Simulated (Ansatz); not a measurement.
## MgH2SeO: complex band structure: decaying states in the gap, plane (010), k-mesh 8×4×8

Ansatz 0.2.0; PBEsol DFT, plane waves, PAW files; complex bands by layer matching along the plane's normal.

The structure was built from a prototype and need not be the compound's stable phase.

Input file input.yaml:

```yaml
crystal:
  lattice:
    - [3.551042912, 0.0, 0.0]
    - [-0.190992818, 5.843993635, 0.0]
    - [1.784214221, 0.905590572, 2.919898495]
  atoms:
    - { symbol: Mg, position: [0.947422166, 0.9306016599, 0.0159938595] }
    - { symbol: H, position: [0.1802868088, 0.6385604156, 0.4923910069] }
    - { symbol: H, position: [0.4162399202, 0.3209270328, 0.6727076897] }
    - { symbol: O, position: [0.2565238677, 0.8157759629, 0.4085308082] }
    - { symbol: Se, position: [0.8921422373, 0.2941349288, 0.4103766358] }
kpoints:
  mp_grid: { grid: [8, 4, 8] }
scf:
  occupations: { method: fixed }
hamiltonian:
  xc: pbesol
output:
  eigenvalues: true
  transmission:
    leads: [[0, 0]]
    kpoints: [[0.0, 0.0], [0.5, 0.0]]
    e_range: [-1.0, 1.76]
    de: 0.05
```

Command:

```sh
> ansatz run input.yaml --threads 2 --pin off --max-ram 4096MiB --backend cpu --events-out ev --progress --plain --runs-dir out
```

**Question.** What does this run give for the im kz of the slowest decaying states against energy?

Inside the gap the slowest decay grows from the band edges towards mid-gap. At its top, κ = 0.10 Å⁻¹, tunnelling falls as exp(−2κL), a factor of 1.2 for each Å.

Numbers from this step:

| Property | Result |
| --- | --- |
| level to which the leads are filled | 0.3801 eV from the Fermi level |
| decay constant at the filling level, zone centre | 0.1008 Å⁻¹ |
| decay constant at the filling level, slowest listed point | 0.1008 Å⁻¹ |

K parallel (0, 0); values up to 1.5 1/Å, a degenerate pair printed once or twice; energies at which all values exceed this have no row. Table of Im kz of the slowest decaying states by energy, zero at the highest filled level on the SCF mesh:

```csv
energy (eV),decay 1 (Å⁻¹),decay 2 (Å⁻¹),decay 3 (Å⁻¹),decay 4 (Å⁻¹)
-1.000,0.324,0.386,1.01,1.12
-0.800,0.339,0.395,0.985,1.12
-0.600,0.348,0.400,0.959,1.13
-0.400,0.354,0.373,0.434,0.933
-0.200,0.348,0.357,0.460,0.906
0.000,0.00188,0.322,0.356,0.480
0.200,0.0837,0.293,0.353,0.496
0.400,0.101,0.262,0.348,0.510
0.600,0.0886,0.230,0.340,0.521
0.800,0.206,0.330,0.530,0.752
1.000,0.191,0.317,0.537,0.716
1.200,0.181,0.301,0.542,0.678
1.400,0.170,0.282,0.545,0.637
1.600,0.156,0.258,0.547,0.592
```

K parallel (0, 0). The Re kz of states that move upwards, channel 1 by energy, zero at the highest filled level on the SCF mesh:

```csv
energy (eV),"Re kz of states that move upwards, channel 1 (Å⁻¹)"
-1.00,-0.329
-0.95,-0.313
-0.85,-0.283
-0.80,-0.269
-0.70,-0.240
-0.65,-0.227
-0.55,-0.200
-0.50,-0.186
-0.40,-0.159
-0.35,-0.146
-0.25,-0.118
-0.20,-0.103
-0.10,-0.0696
-0.05,-0.0480
0.00,-
0.05,-
0.10,-
0.20,-
0.25,-
0.35,-
0.40,-
0.50,-
0.55,-
0.65,-
0.70,-
0.80,0.0540
0.85,0.0840
0.95,0.129
1.00,0.149
1.10,0.184
1.15,0.201
1.25,0.232
1.30,0.246
1.40,0.274
1.45,0.288
1.55,0.314
1.60,0.327
1.70,0.352
1.75,0.364
```

K parallel (0.5, 0); values up to 1.5 1/Å, a degenerate pair printed once or twice; energies at which all values exceed this have no row.

```csv
energy (eV),decay 1 (Å⁻¹),decay 2 (Å⁻¹),decay 3 (Å⁻¹),decay 4 (Å⁻¹)
-1.00,0.155,0.261,0.575,0.866
-0.90,0.173,0.263,0.586,0.871
-0.80,0.188,0.264,0.596,0.875
-0.65,0.206,0.266,0.611,0.883
-0.55,0.216,0.266,0.619,0.888
-0.45,0.224,0.266,0.628,0.893
-0.35,0.232,0.265,0.636,0.899
-0.25,0.238,0.264,0.643,0.906
-0.10,0.246,0.262,0.654,0.916
0.00,0.251,0.260,0.661,0.925
0.10,0.254,0.258,0.668,0.934
0.20,0.255,0.257,0.675,0.944
0.30,0.251,0.260,0.682,0.957
0.45,0.245,0.263,0.692,0.980
0.55,0.241,0.264,0.700,1.00
0.65,0.236,0.264,0.707,0.996
0.75,0.230,0.264,0.715,0.979
0.85,0.224,0.264,0.723,0.961
1.00,0.214,0.262,0.735,0.932
1.10,0.207,0.261,0.743,0.911
1.20,0.198,0.259,0.749,0.891
1.30,0.189,0.256,0.753,0.870
1.40,0.179,0.253,0.755,0.851
1.55,0.162,0.247,0.749,0.824
1.65,0.148,0.243,0.742,0.807
1.75,0.133,0.238,0.732,0.792
```

[Logs are printed without paths, hosts, clocks, repeated set-up lines and the standing remarks that a program may print on its own settings, such as how far it seeks lower states.]

[Hosts, paths, dates, database ids (printed as entryN), source tags and the programs' standing remarks are cut or masked in the printed files.]
